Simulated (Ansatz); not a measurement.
# Li3Zn2SbO6: which shell does photoemission see at 21.2 and 250 eV? (LDA)

The valence band of Li3Zn2SbO6 mixes several shells. Work out by hand which one leads the spectrum's area at each photon energy.

Filled states come from the projected DOS of Ansatz 0.2.0 (LDA, plane waves); cross sections σ and asymmetry parameters β are those of free atoms in a Dirac–Hartree–Slater calculation. A shell's area is states × σ × angular factor, which is 1 + β·P₂(cos θ) for linear light, with θ = 0° from the polarisation and P₂ = 1.000.

**At 21.2 eV** (states counted from 11.2 eV below the zero; other shells add 4.1 to the products' sum of 166):

```
shell  filled states a cell  cross section (Mb an electron)     β  angular factor  product  share by hand (%)  share in the simulated spectrum (%)
Sb 4d                  0.05                               0  0.00            1.00        0                  0                                    0
Zn 3d                 19.88                           0.394  0.01            1.01     7.94                  5                                    5
 O 2s                  0.99                               0  0.00            1.00        0                  0                                    0
 O 2p                 31.05                            2.73  0.81            1.81      154                 93                                   93
```

**At 250 eV** (states counted from 28.8 eV below the zero; other shells add 0.1 to the products' sum of 13.3):

```
shell  filled states a cell  cross section (Mb an electron)     β  angular factor  product  share by hand (%)  share in the simulated spectrum (%)
Sb 4d                 10.00                          0.0782  0.43            1.43     1.12                  8                                    6
Zn 3d                 19.97                           0.205  1.08            2.08     8.51                 64                                   66
 O 2s                 10.90                          0.0592  2.00            3.00     1.94                 15                                   15
 O 2p                 31.23                          0.0226  1.30            2.30     1.63                 12                                   13
```

O 2p leads at 21.2 eV and Zn 3d at 250 eV. Between the two energies σ of O 2p changes by a factor 0.0083 and that of Zn 3d by 0.52, so their ratio moves 63-fold in favour of the second. The simulated spectrum uses the same rule on the energy-resolved DOS, so the two share columns agree within a few points.

Only crystals where the two columns agree within 4 points and the lead is clear are worked in this form. Free-atom cross sections ignore the solid's final states, no escape depth or background enters, and the count of states a shell hangs on the projection.

[Logs are printed without paths, hosts, clocks, repeated set-up lines and the standing remarks that a program may print on its own settings, such as how far it seeks lower states.]
